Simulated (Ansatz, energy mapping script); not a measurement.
**NaVCl3 in the perovskite structure: energy mapping under PBEsol+U (3.04 eV)**

How strongly do the moments of NaVCl3 in the perovskite structure couple under PBEsol+U (3.04 eV)? The plan is to run several orders and fit a Heisenberg model.

Main program and level: Ansatz 0.2.0; PBEsol with U = 3.04 eV on V d, ortho-atomic projectors; plane waves, U on orthogonalised atomic orbitals unless named otherwise, collinear spin, no spin–orbit coupling.

This is a report of a sequence of runs, with most program output left out.

In doubt: warnings of the run leave room for a lower electronic state (step 2), so energies may not be the lowest and differences between runs may mislead.

## (1) The structure

The structure is cubic, space group Pm-3m (No. 221). The conventional cell has a = 4.911 Å, b = 4.911 Å, c = 4.911 Å, α = 90.00°, β = 90.00°, γ = 90.00°. Na has 12 Cl at 3.47 Å nearest. Nearest to V lie 6 Cl at 2.46 Å. Cl has 2 V at 2.46 Å and 4 Na at 3.47 Å nearest. Nearest to Cl lie 2 V at 2.46 Å and 4 Na at 3.47 Å. perovskite prototype, lattice guessed from radii. Farther neighbours and most contacts between anions are not listed.

Structure file:

```cif
data_structure
_symmetry_space_group_name_H-M 'P 1'
_symmetry_Int_Tables_number 1
_cell_length_a 6.9448
_cell_length_b 6.9448
_cell_length_c 4.9107
_cell_angle_alpha 90.000
_cell_angle_beta 90.000
_cell_angle_gamma 90.000
_cell_volume 236.85
loop_
_atom_site_label
_atom_site_type_symbol
_atom_site_fract_x
_atom_site_fract_y
_atom_site_fract_z
_atom_site_occupancy
Na1 Na 0.00000 0.50000 0.50000 1
Na2 Na 0.50000 0.00000 0.50000 1
V3 V 0.00000 0.00000 0.00000 1
V4 V 0.50000 0.50000 0.00000 1
Cl5 Cl 0.00000 0.00000 0.50000 1
Cl6 Cl 0.50000 0.50000 0.50000 1
Cl7 Cl 0.25000 0.25000 0.00000 1
Cl8 Cl 0.75000 0.75000 0.00000 1
Cl9 Cl 0.25000 0.75000 0.00000 1
Cl10 Cl 0.75000 0.25000 0.00000 1
```

This cell was built for the study (perovskite prototype, lattice guessed from radii), not taken from an experiment; the compound need not form in this structure.

The cell was relaxed beforehand in Ansatz under PBEsol with U = 2.88 eV on V d, ortho-atomic projectors, from parallel moments.

A Hubbard U penalises fractional filling of the shell. It raises the cost of virtual hops to the neighbours, so couplings that rest on such hops usually weaken.

## (2) Seed run in the crystal's own cell

A corrected shell can settle in several orbital fillings. One parallel run, with an occupation width a fifth wider than the orders use, therefore is to supply the occupation matrices. All orders start from them.

The input, input.yaml:

```yaml
crystal:
  lattice:
    - [4.910746141, 4.910746141, 0.0]
    - [-4.910746141, 4.910746141, 0.0]
    - [0.0, 0.0, 4.910746141]
  atoms:
    - { symbol: Na, position: [0.0, 0.5, 0.5] }
    - { symbol: Na, position: [0.5, 0.0, 0.5] }
    - { symbol: V, position: [0.0, 0.0, 0.0], spin: 2.0 }
    - { symbol: V, position: [0.5, 0.5, 0.0], spin: 2.0 }
    - { symbol: Cl, position: [0.0, 0.0, 0.5] }
    - { symbol: Cl, position: [0.5, 0.5, 0.5] }
    - { symbol: Cl, position: [0.25, 0.25, 0.0] }
    - { symbol: Cl, position: [0.75, 0.75, 0.0] }
    - { symbol: Cl, position: [0.25, 0.75, 0.0] }
    - { symbol: Cl, position: [0.75, 0.25, 0.0] }
magnetization:
  spin_polarized: true
kpoints:
  mp_grid: { grid: [4, 4, 5] }
hamiltonian:
  xc: pbesol
  hubbard:
    sites: [{ species: V, l: d, u_eff: 3.04 }]
    projectors: ortho-atomic
scf:
  occupations: { method: fermi_dirac, width: 0.06 }
output:
  eigenvalues: true
```

Command:

```console
ansatz run input.yaml --threads 4 --pin off --max-ram 8192MiB --backend cpu --events-out ev --progress --plain --runs-dir out
```

It took 12 s on 4 threads of Arm Neoverse V1, shared host; peak memory 0.9 GiB.

Read from the output:

| Item | Value |
| --- | --- |
| final state | ferromagnetic |
| electrons in the corrected shells | 3.637, 3.637 e |
| largest moment | 2.448 μB |

## (3) Run 1 (parallel; cell A, 10 atoms)

The parallel order is the zero of energy for this cell and mesh.

This run holds the same structure in another cell (a 6.945 → 4.911 Å, c 4.911 → 6.945 Å).

The input, input.yaml:

```yaml
crystal:
  lattice:
    - [0.0, 0.0, 4.910746141]
    - [4.910746141, 4.910746141, 0.0]
    - [-4.910746141, 4.910746141, 0.0]
  atoms:
    - { symbol: Na, position: [0.5, 0.0, 0.5] }
    - { symbol: Na, position: [0.5, 0.5, 0.0] }
    - { symbol: V, position: [0.0, 0.0, 0.0], spin: 2.0 }
    - { symbol: V, position: [0.0, 0.5, 0.5], spin: 2.0 }
    - { symbol: Cl, position: [0.5, 0.0, 0.0] }
    - { symbol: Cl, position: [0.5, 0.5, 0.5] }
    - { symbol: Cl, position: [0.0, 0.25, 0.25] }
    - { symbol: Cl, position: [0.0, 0.75, 0.75] }
    - { symbol: Cl, position: [0.0, 0.25, 0.75] }
    - { symbol: Cl, position: [0.0, 0.75, 0.25] }
magnetization:
  spin_polarized: true
kpoints:
  mp_grid: { grid: [5, 4, 4] }
hamiltonian:
  xc: pbesol
  hubbard:
    sites:
      - { species: V, l: d, u_eff: 3.04 }
      - { site: 2, l: d, u_eff: 3.04, starting_ns: [{ spin: up, occupation_matrix: v3_major }, { spin: down, occupation_matrix: v3_minor }] }
      - { site: 3, l: d, u_eff: 3.04, starting_ns: [{ spin: up, occupation_matrix: v4_major }, { spin: down, occupation_matrix: v4_minor }] }
    projectors: ortho-atomic
    occupation_matrices:
      v3_major:
        matrix:
          - [0.155, 0.0, 0.0, 0.0, 0.0]
          - [0.0, 0.989, 0.0, 0.0, 0.0]
          - [0.0, 0.0, 0.989, 0.0, 0.0]
          - [0.0, 0.0, 0.0, 0.155, 0.0]
          - [0.0, 0.0, 0.0, 0.0, 0.989]
      v3_minor:
        matrix:
          - [0.122, 0.0, 0.0, 0.0, 0.0]
          - [0.0, 0.039, 0.0, 0.0, 0.0]
          - [0.0, 0.0, 0.039, 0.0, 0.0]
          - [0.0, 0.0, 0.0, 0.122, 0.0]
          - [0.0, 0.0, 0.0, 0.0, 0.039]
      v4_major:
        matrix:
          - [0.155, 0.0, 0.0, 0.0, 0.0]
          - [0.0, 0.989, 0.0, 0.0, 0.0]
          - [0.0, 0.0, 0.989, 0.0, 0.0]
          - [0.0, 0.0, 0.0, 0.155, 0.0]
          - [0.0, 0.0, 0.0, 0.0, 0.989]
      v4_minor:
        matrix:
          - [0.122, 0.0, 0.0, 0.0, 0.0]
          - [0.0, 0.039, 0.0, 0.0, 0.0]
          - [0.0, 0.0, 0.039, 0.0, 0.0]
          - [0.0, 0.0, 0.0, 0.122, 0.0]
          - [0.0, 0.0, 0.0, 0.0, 0.039]
scf:
  occupations: { method: fermi_dirac, width: 0.05 }
output:
  eigenvalues: true
  write_density: true
  write_potential: true
  elf: true
  volumetric_format: npy
```

It took 11 s on 4 threads; peak memory 0.9 GiB.

Spin moment in the sphere by atom:

```csv
atom,spin moment in the sphere (μB)
Na1,0.00
Na2,0.00
V3,2.45
V4,2.45
Cl5,0.01
Cl6,0.01
Cl7,0.01
Cl8,0.01
Cl9,0.01
Cl10,0.01
```

The run ends ferromagnetic.

Spin density in the ac plane at fractional y = 0.000, with atoms of Na and V and Cl within 0.2 Å of it.

Ten even steps from '0' (0.0 e/Å³) to '9' (3.0 e/Å³), each cell a mean:
```
73000000000015
22000000000012
00000000000000
00000000000000
00000000000000
00000000000000
00000000000000
00000000000000
00000000000000
00000000000000
00000000000000
00000000000000
00000000000000
00000000000000
00000000000000
00000000000000
11000000000001
53000000000014
93000000000016
```
Columns run along a (4.9 Å), rows up along c (6.9 Å). Atoms in or near the plane, at fractional coordinates: Na at (0.50, 0.50), V at (0.00, 0.00), Cl at (0.50, 0.00).

ELF in the ac plane at fractional y = 0.000, with atoms of Na and V and Cl within 0.2 Å of it. It is the smooth field of the valence electrons, not physical close to the nuclei.

Ten even steps from '_' (0.00) to '@' (0.87), each cell a mean:
```
%%%%--::%%@@##**%%@@++..++%%
##**::::##@@@@@@@@@@==..==##
::::....==%%@@@@@@**::..::::
....____..==**##**::______..
__________..::::..__________
____________________________
____________....____________
__________--****++..________
________..**++==**==________
________..**==--**++________
__________++******--________
__________..--==::__________
____________________________
____________________________
__________::==++--..________
........::**%%%%%%==........
++==::..++@@@@@@@@%%--..--++
%%%%--::%%@@@@%%@@@@++..++%%
%%##::::%%@@++--##@@**..++%%
```
Columns run along a (4.9 Å), rows up along c (6.9 Å). Atoms in or near the plane, at fractional coordinates: Na at (0.50, 0.50), V at (0.00, 0.00), Cl at (0.50, 0.00).

## (4) Run 2 (compensated +−; cell A, 10 atoms)

This order reverses 4 of the 6 neighbours at 4.91 Å, counted for an average magnetic atom.

Edit input.yaml of step 3 so:

```diff
@@ -9,3 +9,3 @@
     - { symbol: V, position: [0.0, 0.0, 0.0], spin: 2.0 }
-    - { symbol: V, position: [0.0, 0.5, 0.5], spin: 2.0 }
+    - { symbol: V, position: [0.0, 0.5, 0.5], spin: -2.0 }
     - { symbol: Cl, position: [0.5, 0.0, 0.0] }
@@ -26,3 +26,3 @@
       - { site: 2, l: d, u_eff: 3.04, starting_ns: [{ spin: up, occupation_matrix: v3_major }, { spin: down, occupation_matrix: v3_minor }] }
-      - { site: 3, l: d, u_eff: 3.04, starting_ns: [{ spin: up, occupation_matrix: v4_major }, { spin: down, occupation_matrix: v4_minor }] }
+      - { site: 3, l: d, u_eff: 3.04, starting_ns: [{ spin: up, occupation_matrix: v4_minor }, { spin: down, occupation_matrix: v4_major }] }
     projectors: ortho-atomic
```

Wall time 6 s (4 threads); peak memory 0.88 GiB.

Spin moment in the sphere by atom:

| atom | spin moment in the sphere (μB) |
| --- | --- |
| Na1 | 0.00 |
| Na2 | 0.00 |
| V3 | 2.45 |
| V4 | -2.45 |
| Cl5 | 0.00 |
| Cl6 | 0.00 |
| Cl7 | 0.00 |
| Cl8 | 0.00 |
| Cl9 | 0.00 |
| Cl10 | 0.00 |

The run ends antiferromagnetic, 39.18 meV a magnetic atom below the parallel order of its cell.

Spin density in the ac plane at fractional y = 0.000, with atoms of Na and V and Cl within 0.2 Å of it.

Ten even steps from '0' (0.0 e/Å³) to '9' (3.0 e/Å³), each cell a mean:
```
73000000000015
22000000000012
00000000000000
00000000000000
00000000000000
00000000000000
00000000000000
00000000000000
00000000000000
00000000000000
00000000000000
00000000000000
00000000000000
00000000000000
00000000000000
00000000000000
11000000000001
53000000000014
93000000000016
```
Columns run along a (4.9 Å), rows up along c (6.9 Å). Atoms in or near the plane, at fractional coordinates: Na at (0.50, 0.50), V at (0.00, 0.00), Cl at (0.50, 0.00).

ELF in the ac plane at fractional y = 0.000, with atoms of Na and V and Cl within 0.2 Å of it. It is the smooth field of the valence electrons, not physical close to the nuclei.

Ten even steps from '_' (0.00) to '@' (0.87), each cell a mean:
```
%%%%--::%%@@##**%%@@++..++%%
##**::::##@@@@@@@@@@==..==##
::::....==%%@@@@@@**::..::::
....____..==**##**::______..
__________..::::..__________
____________________________
____________....____________
__________--****++..________
________..**++==**==________
________..**==--**++________
__________++******--________
__________..--==::__________
____________________________
____________________________
__________::==++--..________
........::**%%%%%%==........
++==::..++@@@@@@@@%%--..--++
%%%%--::%%@@@@%%@@@@++..++%%
%%##::::%%@@++--##@@**..++%%
```
Columns run along a (4.9 Å), rows up along c (6.9 Å). Atoms in or near the plane, at fractional coordinates: Na at (0.50, 0.50), V at (0.00, 0.00), Cl at (0.50, 0.00).

## (5) From energies to couplings

Each energy difference is a sum of couplings weighted by the pairs that the order reverses. A few near shells are fitted to the differences by least squares. Energies are those extrapolated to zero occupation width, not the free energies F.

The orders that converged (zero: parallel moments in the same cell):

```
         order  atoms  energy (meV a magnetic atom)  moments (μB)  moments kept as typed  opposed neighbours at 4.91 Å
      parallel     10                          0.00          2.45                    yes                             0
compensated +−     10                        -39.18          2.45                    yes                             4
```

Fitted to E = −Σ J e·e over ordered pairs of unit vectors (J > 0 favours parallel moments):

```
pair  distance (Å)  neighbours  J (meV)
 V–V          4.91           6    -4.90
```

Limits of this fit: with one coupling alone, temperatures are a scale of energy; one energy difference fixes this value, which holds the part of every shell that the order reverses.

In mean field these couplings order at 227 K.

## (6) Monte Carlo

Mean field ignores fluctuations and overstates the ordering temperature, so the model is also sampled. The heat capacity peaks where order sets in.

Classical unit spins with these couplings on 10×6×6 copies of a cell that holds the lowest order (720 spins), heat-bath sweeps, cooled from random directions, 1500 sweeps to settle and 4500 measured at each temperature, averaged over 4 runs.

```csv
T (K),order along the lowest pattern,net moment,heat capacity (k_B a spin)
27.3,0.01,0.01,1.03
46.7,0.02,0.01,1.07
75.7,0.02,0.01,1.18
95.1,0.02,0.01,1.30
114,0.03,0.02,1.51
144,0.03,0.02,1.91
153,0.03,0.02,2.10
163,0.03,0.02,2.19
182,0.04,0.02,0.99
202,0.04,0.02,0.56
231,0.04,0.02,0.34
250,0.04,0.02,0.27
```

The smoothed heat capacity peaks at 155 K. The order column follows one pattern alone; equivalent domains or another pattern share the rest.

## (7) Results

* lowest order tried: compensated +−
* largest fitted value, V–V at 4.91 Å: -4.90 meV
* ordering temperature, mean field: 227 K
* heat-capacity peak, Monte Carlo: 155 K

Of the orders tried, NaVCl3 in the perovskite structure prefers the order “compensated +−” under PBEsol+U (3.04 eV), with 4 of 6 neighbours at 4.91 Å opposed. Orders that were not tried, spirals among them, may lie lower. The model's best pattern is not among the orders that were run. The one fitted coupling is the V–V pair at 4.91 Å, antiferromagnetic at -4.9 meV, across a ligand at about 180°. It also takes up the part of reversed shells that are not fitted, so neither its size nor its rank as a single path is established. The orders also reverse pairs at 6.94 Å, which are not fitted, so the fitted values hold their part too. No fitted order reverses the pairs at 8.51 and 9.82 Å, so their coupling is unknown and is set to zero in the model. 1 energy difference fixes 1 coupling with none to spare, so the fit tests nothing. In the fitted orders moments change by up to 0.22 % against the parallel run of the same cell, so their size stays put. Monte Carlo puts the peak at 0.68 of the mean-field temperature, since mean field leaves out fluctuations. In tests on simple cubic and body-centred models such peaks lay 5 to 6 % under the bulk value. On cooling, the order along the one computed pattern stays at or under 0.04: the model settles in an equivalent domain, a degenerate mixture or another order. With one coupling alone these temperatures are a scale of energy; further couplings, frustrating ones above all, would move them. The cell was built from a prototype and relaxed; a distortion that needs a larger cell, or another structure that the compound may prefer, is not captured.

[Logs and program files are shortened in this print: banners, set-up blocks, solver, clock and traceback lines can be left out without a mark of their own.]

[Logs are printed without paths, hosts, clocks, repeated set-up lines and the standing remarks that a program may print on its own settings, such as how far it seeks lower states.]

[Hosts, paths, dates, database ids (printed as entryN), source tags and the programs' standing remarks are cut or masked in the printed files.]

[Where a cell is said to come from a database of computed structures, the database is the Materials Project.]
